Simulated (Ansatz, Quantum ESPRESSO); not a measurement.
# WSi2 [001], C11b: pulling along c

The c axis is held at a set length while the cell relaxes sideways. How do the lateral strain and the stress follow? The strained cell has c along the load; unstrained it is a = 3.2028 Å, b = 3.2028 Å, c = 7.8151 Å, α = 90.00°, β = 90.00°, γ = 90.00°, with 6 atoms.

Calculated with Quantum ESPRESSO 7.5, PBEsol, PseudoDojo 0.4.1 norm-conserving potentials, cutoff 1170 eV, Fermi–Dirac smearing 0.05 eV, k-mesh 14×14×6, no spin polarisation, no spin-orbit coupling.

Relaxed positions at 0 %:

```
atom       x       y       z
   W  0.0000  0.0000  0.0000
   W  0.5000  0.5000  0.5000
  Si  0.0000  0.0000  0.3345
  Si  0.0000  0.0000  0.6655
  Si  0.5000  0.5000  0.8345
  Si  0.5000  0.5000  0.1655
```

```
ε_c (%)   a (Å)   c (Å)  ε_a (%)  σ (GPa, tension positive)
     −3  3.2201  7.5807    0.539                     −17.91
     −1  3.2084  7.7370    0.176                      −5.49
      0  3.2028  7.8151    0.000                       0.00
      1  3.1974  7.8933   −0.168                       5.00
      2  3.1918  7.9714   −0.342                       9.52
      3  3.1863  8.0495   −0.515                      13.58
```

**Question.** Fit both responses and give the free strain and the stress at −2 %, a row left out above.

Least squares with y = y0 + y1 ε + y2 ε² (ε in %) gives ε_a = 0.002 + (−0.1751) ε + (0.0011) ε² and σ = 0.00 + (5.247) ε + (−0.240) ε² GPa. The linear terms put the ratio of free to applied strain at −0.175 and the Young modulus at 525 GPa.

At −2 % the free strain comes out as 0.357 %. The run itself gives 0.356 %, so the estimate misses by 0.001 %, a rounding's worth.

The stress comes out as −11.46 GPa. The run itself gives −11.46 GPa, so the estimate misses by 0.00 GPa, a rounding's worth.

The negative ε² term means that the crystal stiffens in compression and softens in tension.

The same fit over all rows at other levels or in other programs gives the strain ratio = −0.177 with PBEsol (Ansatz) and −0.177 with PBEsol (Quantum ESPRESSO, GBRV).

[Logs are printed without paths, hosts, clocks, repeated set-up lines and the standing remarks that a program may print on its own settings, such as how far it seeks lower states.]
